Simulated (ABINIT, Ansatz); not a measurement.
# Osmium (P6_3/mmc): phonons by linear response, part 2 of 4

Aim: the phonon dispersion of Osmium (P6_3/mmc), checked by a second program.

ABINIT 10.8.3; DFT PBEsol, scalar-relativistic, plane waves, PseudoDojo norm-conserving pseudopotentials.

So far. Step 3 (Relaxation): The volume changes by -0.7 % in this run and stands -0.7 % from the first cell. Step 4 (Self-consistent run for the response): The cell stands at -0.71 GPa: the relaxation ran with a smoothed and higher cutoff, and the difference is a stress of the finite basis. The relaxed cell has a = 2.726, c = 4.314 Å (conventional setting).

## Step 5: Zone-centre response

At q = 0 one unit cell holds all displacements. The response is solved for single atoms along the cell's directions, and symmetry skips those that follow from others. The crystal is treated as a metal, which screens a static field, so no field response is asked.

Input file dfpt_gamma.abi:

```

# common to the responses
getwfk_filepath "gso_WFK"
kptopt 2
nqpt 1
qpt 0.0 0.0 0.0
asr 0
chneut 0

# displacements
rfphon 1
rfatpol 1 2
rfdir 1 1 1
tolvrs 1.0d-10
prtwf 0
prtpot 1

# basis, mesh and filling
ecut 33.0
ngkpt 12 12 6
nshiftk 1
shiftk 0.0 0.0 0.0
istwfk *1
occopt 7
tsmear 0.01
nband 24
nstep 100
diemac 1000000.0
prtebands 0
prtgsr 0

# cell and atoms
acell 3*1.0 Angstrom
rprim 
    2.725739589 0.0 0.0
    -1.362869795 2.360559729 0.0
    0.0 0.0 4.314454635
ntypat 1
znucl 76
natom 2
typat 1 1
xred 
    1/3 2/3 0.25
    2/3 1/3 0.75
pp_dirpath "./pseudo"
pseudos "Os.upf"
```

Run with:

```
$ OMP_NUM_THREADS=1 mpirun -n 16 abinit dfpt_gamma.abi > dfpt_gamma.log
```

Numbers of over 12 decimals in the logs are rounded to 6 here.

dfpt_gamma.abo, the main output file:

```text
[banners, grids, parts of the stress and lines that vanish by symmetry left out]
- input  file    -> dfpt_gamma.abi
- output file    -> dfpt_gamma.abo
- root for input  files -> dfpt_gammai
- root for output files -> dfpt_gammao

 Symmetries : space group P6_3/m m c (#194); Bravais hP (primitive hexag.)
================================================================================
 Values of the parameters that define the memory need of the present run (RF).
     intxc =       0      iscf =       7    lmnmax =       8     lnmax =       8
     mgfft =      45  mpssoang =       4    mqgrid =    3001     natom =       2
  nloc_mem =       1    nspden =       1   nspinor =       1    nsppol =       1
      nsym =      24    n1xccc =    2501    ntypat =       1    occopt =       7
   xclevel =       2
-    mband =          24        mffmem =           1         mkmem =          28
-   mkqmem =          28        mk1mem =          28           mpw =        1731
      nfft =       40500          nkpt =         436
- my_mband =          24
================================================================================
================================================================================

--------------------------------------------------------------------------------
------------- Echo of variables that govern the present computation ------------
--------------------------------------------------------------------------------
-
- outvars: echo of selected default values
-   iomode0 =  0 , fftalg0 =312 , wfoptalg0 =  0
-
- outvars: echo of global parameters not present in the input file
-  max_nthreads =    1
-
 -outvars: echo values of preprocessed input variables
 [... echo left out ...]
================================================================================

 chkinp: Checking input parameters for consistency.

[...]
== DATASET  1 ==================================================================
-   mpi_nproc: 16, omp_nthreads: 1 (-1 if OMP is not activated)

--- !DatasetInfo
iteration_state: {dtset: 1, }
dimensions: {natom: 2, nkpt: 436, mband: 24, nsppol: 1, nspinor: 1, nspden: 1, mpw: 1731, }
cutoff_energies: {ecut:  33.0, pawecutdg:  -1.0, }
electrons: {nelect:   3.20000000E+01, charge:   0.00000000E+00, occopt:   7.00000000E+00, tsmear:   1.00000000E-02, }
meta: {optdriver: 1, rfphon: 1, }
...

 mkfilename: getwfk from: gso_WFK

 Real(R)+Recip(G) space primitive vectors, cartesian coordinates (Bohr,Bohr^-1):
 R(1)=  5.1509013  0.0000000  0.0000000  G(1)=  0.1941408  0.1120872  0.0000000
 R(2)= -2.5754507  4.4608114  0.0000000  G(2)=  0.0000000  0.2241745  0.0000000
 R(3)=  0.0000000  0.0000000  8.1531376  G(3)=  0.0000000  0.0000000  0.1226522
 Unit cell volume ucvol=  1.8733627E+02 bohr^3
 Angles (23,13,12)=  9.00000000E+01  9.00000000E+01  1.20000000E+02 degrees
 setup1 : take into account q-point for computing boxcut.

 getcut: wavevector=  0.0000  0.0000  0.0000  ngfft=  30  30  45
         ecut(hartree)=     33.000   => boxcut(ratio)=   2.08692

--- Pseudopotential description ------------------------------------------------
- pspini: atom type   1  psp file is ./pseudo/Os.upf

   1.67156818E+03                                ecore*ucvol(ha*bohr**3)
--------------------------------------------------------------------------------

 ==>  initialize data related to q vector <==

 The list of irreducible perturbations for this q vector is:
    1)    idir= 1    ipert=   1
    2)    idir= 3    ipert=   1

[...]
The perturbation idir=   2  ipert=   1 is
 symmetric of a previously calculated perturbation.
 So, its SCF calculation is not needed.

 The perturbation idir=   1  ipert=   2 is
 symmetric of a previously calculated perturbation.
 So, its SCF calculation is not needed.

 The perturbation idir=   2  ipert=   2 is
 symmetric of a previously calculated perturbation.
 So, its SCF calculation is not needed.

 The perturbation idir=   3  ipert=   2 is
 symmetric of a previously calculated perturbation.
 So, its SCF calculation is not needed.

--------------------------------------------------------------------------------
 Perturbation wavevector (in red.coord.)   0.000000  0.000000  0.000000
 Perturbation : displacement of atom   1   along direction   1
 Found     2 symmetries that leave the perturbation invariant.

[...]
dfpt_looppert : total number of electrons, from k and k+q
  fully or partially occupied states are    3.200000E+01 and    3.200000E+01.
 Initialisation of the first-order wave-functions :
  ireadwf=   0

--- !BeginCycle
iteration_state: {dtset: 1, }
solver: {iscf: 7, nstep: 100, nline: 4, wfoptalg: 0, }
tolerances: {tolvrs: 1.00E-10, }
...

     iter   2DEtotal(Ha)        deltaE(Ha) residm    vres2
-ETOT  1   2.823572     -2.045E+03 1.754E+00 1.524E+02
 ETOT  2   2.461645     -3.619E-01 8.619E-02 3.332E+00
 ETOT  3   2.459676     -1.969E-03 1.751E-03 1.104E-01
 ETOT  4   2.459617     -5.909E-05 1.325E-04 2.591E-02
 ETOT  5   2.459634      1.750E-05 1.141E-05 9.680E-02
[...]
At SCF step    9       vres2   =  4.37E-12 < tolvrs=  1.00E-10 =>converged.
[...]
Mean square residual over all n,k,spin=   51.795E-14; max=  62.973E-11

 Thirteen components of 2nd-order total energy (hartree) are
 1,2,3: 0th-order hamiltonian combined with 1st-order wavefunctions
     kin0=   1.64708797E+03 eigvalue=   4.43259270E+01  local=  -9.83656251E+02
 4,5,6: 1st-order hamiltonian combined with 1st and 0th-order wfs
 loc psp =  -2.54995432E+03  Hartree=   5.94213016E+02     xc=  -1.11736277E+02
 note that "loc psp" includes a xc core correction that could be resolved
 7,8,9: eventually, occupation + non-local contributions
    edocc=   2.48808375E+02     enl0=   6.06711695E+02   enl1=  -1.54155459E+03
 1-9 gives the relaxation energy (to be shifted if some occ is /=2.0)
   erelax=  -2.04575445E+03
 10,11,12 Non-relaxation  contributions : frozen-wavefunctions and Ewald
 fr.local=   1.21982571E+03 fr.nonlo=   7.70748278E+02  Ewald=   2.40480193E+01
 13,14 Frozen wf xc core corrections (1) and (2)
 frxc 1  =  -2.05225489E+02  frxc 2 =   2.38817547E+02
 Resulting in :
 2DEtotal=    0.2459610351E+01 Ha. Also 2DEtotal=    0.669294072680E+02 eV
    (2DErelax=   -2.0457544549E+03 Ha. 2DEnonrelax=    2.0482140653E+03 Ha)
    (  non-var. 2DEtotal :    2.4596106474E+00 Ha)

[...]
Perturbation wavevector (in red.coord.)   0.000000  0.000000  0.000000
 Perturbation : displacement of atom   1   along direction   3
 Found     6 symmetries that leave the perturbation invariant.

--------------------------------------------------------------------------------

--------------------------------------------------------------------------------

 dfpt_looppert : total number of electrons, from k and k+q
  fully or partially occupied states are    3.200000E+01 and    3.200000E+01.
 Initialisation of the first-order wave-functions :
  ireadwf=   0

--- !BeginCycle
iteration_state: {dtset: 1, }
solver: {iscf: 7, nstep: 100, nline: 4, wfoptalg: 0, }
tolerances: {tolvrs: 1.00E-10, }
...

     iter   2DEtotal(Ha)        deltaE(Ha) residm    vres2
-ETOT  1   17.044120560582     -6.033E+03 4.715E+00 2.484E+04
[...]
ETOT  9   12.010876376711     -3.820E-11 1.517E-09 4.307E-10
 ETOT 10   12.010876376738      2.728E-11 9.965E-11 1.039E-12

 At SCF step   10       vres2   =  1.04E-12 < tolvrs=  1.00E-10 =>converged.
[...]
Mean square residual over all n,k,spin=   11.753E-14; max=  99.653E-12

 Thirteen components of 2nd-order total energy (hartree) are
 1,2,3: 0th-order hamiltonian combined with 1st-order wavefunctions
     kin0=   4.22146067E+03 eigvalue=   8.13677874E+01  local=  -2.51452652E+03
 4,5,6: 1st-order hamiltonian combined with 1st and 0th-order wfs
 loc psp =  -8.22003417E+03  Hartree=   2.37211429E+03     xc=  -2.97173263E+02
 note that "loc psp" includes a xc core correction that could be resolved
 7,8,9: eventually, occupation + non-local contributions
    edocc=   6.41555911E+02     enl0=   1.53314102E+03   enl1=  -3.85584562E+03
 1-9 gives the relaxation energy (to be shifted if some occ is /=2.0)
   erelax=  -6.03793990E+03
 10,11,12 Non-relaxation  contributions : frozen-wavefunctions and Ewald
 fr.local=   3.01511416E+03 fr.nonlo=   1.92954701E+03  Ewald=   1.02100271E+03
 13,14 Frozen wf xc core corrections (1) and (2)
 frxc 1  =  -5.14229807E+02  frxc 2 =   5.98516696E+02
 Resulting in :
 2DEtotal=    0.1201087638E+02 Ha. Also 2DEtotal=    0.326832596240E+03 eV
    (2DErelax=   -6.0379398966E+03 Ha. 2DEnonrelax=    6.0499507729E+03 Ha)
    (  non-var. 2DEtotal :    1.2010876109E+01 Ha)

[...]
---- first-order wavefunction calculations are completed ----

 ==> Compute Derivative Database <==

 [... matrices left out ...]
  Phonon wavevector (reduced coordinates) :  0.00000  0.00000  0.00000
 Phonon energies in Hartree :
  -1.942173E-05 -1.760308E-05 -1.760308E-05  7.315474E-04  7.315474E-04
   1.021106E-03
 Phonon frequencies in cm-1    :
- -4.262578E+00 -3.863429E+00 -3.863429E+00  1.605561E+02  1.605561E+02
-  2.241069E+02

== END DATASET(S) ==============================================================
================================================================================

 -outvars: echo values of variables after computation
            acell      1.8897261259E+00  1.8897261259E+00  1.8897261259E+00 Bohr
           etotal      1.2010876377E+01
            fcart      0.0000000000E+00  0.0000000000E+00  0.0000000000E+00
           strten      0.0000000000E+00  0.0000000000E+00  0.0000000000E+00
================================================================================
```

Wall time 40 s (16 MPI ranks of Arm Neoverse V2, shared host).

Numbers from this step:

* largest acoustic frequency at the zone centre before the sum rule: -4.26 cm⁻¹
* highest optical zone-centre mode (no LO-TO term): 224.1 cm⁻¹
* lowest optical zone-centre mode: 160.6 cm⁻¹

The acoustic modes at Γ come out as far as 4.3 cm⁻¹ from zero, where they should vanish, a small numerical error.

## Step 6: Phonons on a q mesh

Linear response treats each wavevector of the 3×3×2 mesh in the unit cell; the first-order potentials are kept for the electron-phonon matrix elements.

Input file dfpt_q.abi:

```
ndtset 5

# wavevectors
qpt1 0.3333333333 0.0 0.0
qpt2 0.3333333333 0.3333333333 0.0
qpt3 0.0 0.0 0.5
qpt4 0.3333333333 0.0 0.5
qpt5 0.3333333333 0.3333333333 0.5

# displacements
getwfk_filepath "gso_WFK"
getwfq_filepath "gso_WFK"
kptopt 3
nqpt 1
rfphon 1
rfatpol 1 2
rfdir 1 1 1
tolvrs 1.0d-10
prtwf 0
prtpot 1

# basis, mesh and filling
ecut 33.0
ngkpt 12 12 6
nshiftk 1
shiftk 0.0 0.0 0.0
istwfk *1
occopt 7
tsmear 0.01
nband 24
nstep 100
diemac 1000000.0
prtebands 0
prtgsr 0

# cell and atoms
acell 3*1.0 Angstrom
rprim 
    2.725739589 0.0 0.0
    -1.362869795 2.360559729 0.0
    0.0 0.0 4.314454635
ntypat 1
znucl 76
natom 2
typat 1 1
xred 
    1/3 2/3 0.25
    2/3 1/3 0.75
pp_dirpath "./pseudo"
pseudos "Os.upf"
```

Run with:

```
$ OMP_NUM_THREADS=1 mpirun -n 16 abinit dfpt_q.abi > dfpt_q.log
```

dfpt_q.abo, the main output file:

```text
[banners, grids, parts of the stress and lines that vanish by symmetry left out]
- input  file    -> dfpt_q.abi
- output file    -> dfpt_q.abo
- root for input  files -> dfpt_qi
[...]
DATASET    1 : space group P6_3/m m c (#194); Bravais hP (primitive hexag.)
[...]
nfft =       40500          nkpt =         864
[...]
DATASET    2 : space group P6_3/m m c (#194); Bravais hP (primitive hexag.)
[...]
nfft =       40500          nkpt =         864
[...]
DATASET    3 : space group P6_3/m m c (#194); Bravais hP (primitive hexag.)
[...]
nfft =       40500          nkpt =         864
[...]
DATASET    4 : space group P6_3/m m c (#194); Bravais hP (primitive hexag.)
[...]
nfft =       40500          nkpt =         864
[...]
DATASET    5 : space group P6_3/m m c (#194); Bravais hP (primitive hexag.)
[...]
nfft =       40500          nkpt =         864
[...]
== DATASET  1 ==================================================================
[...]
cutoff_energies: {ecut:  33.0, pawecutdg:  -1.0, }
[...]
Perturbation : displacement of atom   1   along direction   1
[...]
-ETOT  1   8.950303     -2.471E+03 2.754E+00 2.207E+04
 ETOT  2   20.727520678509      1.178E+01 4.988E+00 1.433E+05
 ETOT  3   7.030828     -1.370E+01 3.498E+00 4.668E+03
 ETOT  4   6.612199     -4.186E-01 1.976E+00 4.792E+02
 ETOT  5   6.506356     -1.058E-01 3.443E+00 4.821E+00
[...]
At SCF step   14       vres2   =  3.58E-11 < tolvrs=  1.00E-10 =>converged.
[...]
Perturbation : displacement of atom   1   along direction   2
[...]
-ETOT  1   4.890249     -2.096E+03 2.944E+00 1.391E+02
[...]
At SCF step   11       vres2   =  8.04E-11 < tolvrs=  1.00E-10 =>converged.
[...]
Perturbation : displacement of atom   1   along direction   3
[...]
-ETOT  1   13.906427043374     -5.646E+03 7.731E+00 7.748E+03
[...]
At SCF step   14       vres2   =  2.14E-11 < tolvrs=  1.00E-10 =>converged.
[...]
Phonon wavevector (reduced coordinates) :  0.33333  0.00000  0.00000
 Phonon energies in Hartree :
[...]
Phonon frequencies in cm-1    :
-  1.145721E+02  1.321001E+02  1.727849E+02  1.850270E+02  1.866657E+02
-  2.005103E+02
[...]
== DATASET  2 ==================================================================
[...]
cutoff_energies: {ecut:  33.0, pawecutdg:  -1.0, }
[...]
Perturbation : displacement of atom   1   along direction   1
[...]
-ETOT  1   8.297327     -2.378E+03 3.931E+00 4.257E+03
[...]
At SCF step   13       vres2   =  5.16E-11 < tolvrs=  1.00E-10 =>converged.
[...]
Perturbation : displacement of atom   1   along direction   3
[...]
-ETOT  1   11.825942415686     -5.486E+03 3.078E+01 2.456E+03
[...]
Phonon wavevector (reduced coordinates) :  0.33333  0.33333  0.00000
 Phonon energies in Hartree :
[...]
Phonon frequencies in cm-1    :
-  1.465400E+02  1.465400E+02  1.779461E+02  1.820822E+02  1.820822E+02
-  2.272199E+02
[...]
== DATASET  3 ==================================================================
[...]
cutoff_energies: {ecut:  33.0, pawecutdg:  -1.0, }
[...]
Perturbation : displacement of atom   1   along direction   1
[...]
-ETOT  1   2.961199     -2.045E+03 1.750E+00 1.663E+02
[...]
Perturbation : displacement of atom   1   along direction   3
[...]
-ETOT  1   22.208516750003     -7.171E+03 4.592E+00 1.131E+05
[...]
Phonon wavevector (reduced coordinates) :  0.00000  0.00000  0.50000
 Phonon energies in Hartree :
[...]
Phonon frequencies in cm-1    :
-  1.163441E+02  1.163441E+02  1.163441E+02  1.163441E+02  1.781600E+02
-  1.781600E+02
[...]
== DATASET  4 ==================================================================
[...]
cutoff_energies: {ecut:  33.0, pawecutdg:  -1.0, }
[...]
Perturbation : displacement of atom   1   along direction   1
[...]
-ETOT  1   8.069731     -2.412E+03 3.790E+00 7.951E+03
[...]
Perturbation : displacement of atom   1   along direction   2
[...]
-ETOT  1   5.358260     -2.095E+03 4.591E+00 1.461E+02
[...]
Perturbation : displacement of atom   1   along direction   3
[...]
-ETOT  1   18.583770232764     -5.842E+03 1.981E+01 2.379E+04
[...]
Phonon wavevector (reduced coordinates) :  0.33333  0.00000  0.50000
 Phonon energies in Hartree :
[...]
Phonon frequencies in cm-1    :
-  1.407296E+02  1.407313E+02  1.613189E+02  1.613189E+02  2.209863E+02
-  2.209873E+02
[...]
== DATASET  5 ==================================================================
[...]
cutoff_energies: {ecut:  33.0, pawecutdg:  -1.0, }
[...]
Perturbation : displacement of atom   1   along direction   1
[...]
-ETOT  1   8.148737     -2.366E+03 3.991E+00 3.781E+03
[...]
At SCF step   11       vres2   =  4.10E-12 < tolvrs=  1.00E-10 =>converged.
[...]
Perturbation : displacement of atom   1   along direction   3
[...]
-ETOT  1   17.613921305978     -5.540E+03 4.430E+00 5.844E+03
[...]
ETOT 10   15.530408859711     -1.064E-10 2.324E+00 2.976E-10
 ETOT 11   15.530408859804      9.277E-11 1.423E+01 1.266E-12
 At SCF step   11       vres2   =  1.27E-12 < tolvrs=  1.00E-10 =>converged.
[...]
Phonon wavevector (reduced coordinates) :  0.33333  0.33333  0.50000
 Phonon energies in Hartree :
[...]
Phonon frequencies in cm-1    :
-  1.543787E+02  1.543787E+02  1.987534E+02  1.987534E+02  2.066361E+02
-  2.066361E+02
[...]
strten3     0.0000000000E+00  0.0000000000E+00  0.0000000000E+00
           
================================================================================
```

Wall time 16 min (16 MPI ranks).

Numbers from this step:

```
lowest mode on the q mesh (acoustic ones at the zone centre apart) : 114.6 cm⁻¹
```

Frequencies (cm⁻¹) before the sum rule at the irreducible wavevectors but Γ, which is solved apart; negative means imaginary. Frequencies by wavevector:

```
    q (fractions)  star  mode 1  mode 2  mode 3  mode 4  mode 5  mode 6
       0.3333 0 0     6   114.6   132.1   172.8     185   186.7   200.5
  0.3333 0.3333 0     2   146.5   146.5   177.9   182.1   182.1   227.2
          0 0 0.5     1   116.3   116.3   116.3   116.3   178.2   178.2
     0.3333 0 0.5     6   140.7   140.7   161.3   161.3     221     221
0.3333 0.3333 0.5     2   154.4   154.4   198.8   198.8   206.6   206.6
```

(Continued in part 3 of 4.)

[Host names and launcher messages were left out of these logs when they were recorded.]

[Logs are printed without paths, hosts, clocks, repeated set-up lines and the standing remarks that a program may print on its own settings, such as how far it seeks lower states.]

[Hosts, paths, dates, database ids (printed as entryN), source tags and the programs' standing remarks are cut or masked in the printed files.]
